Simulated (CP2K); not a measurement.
The C K edge of 2-methylthiothiophene was computed by TDDFT (CP2K XAS_TDP, aug-cc-pVDZ, TDA) at these levels: PBEh(45%), PBEh(45%) + GW2X and PBEh(60%). The first three lines of C1 (bonded to S and 3 H) with a strength over 0.0015, energy in eV and strength:

| run | first | second | third |
| --- | --- | --- | --- |
| 1 | 283.27 (0.036) | 284.53 (0.007) | 285.02 (0.013) |
| 2 | 289.12 (0.035) | 290.37 (0.006) | 290.86 (0.013) |
| 3 | 287.51 (0.051) | 289.26 (0.007) | 289.73 (0.031) |

Question: Which run is which?

Run 1: PBEh(45%) (45 % exact exchange). Run 2: PBEh(45%) + GW2X (45 % exact exchange). Run 3: PBEh(60%) (60 % exact exchange). Self-interaction lifts the core level, so the uncorrected lines rise with the share of exact exchange. The GW2X run keeps the spacings of its parent: 1.25 eV between the first two lines in run 2, 1.26 eV in run 1. Its shift is +5.85 eV, since the Kohn–Sham level at this share of exchange lies that far above the quasiparticle level.

[Hosts, paths, dates, database ids (printed as entryN), source tags and the programs' standing remarks are cut or masked in the printed files.]
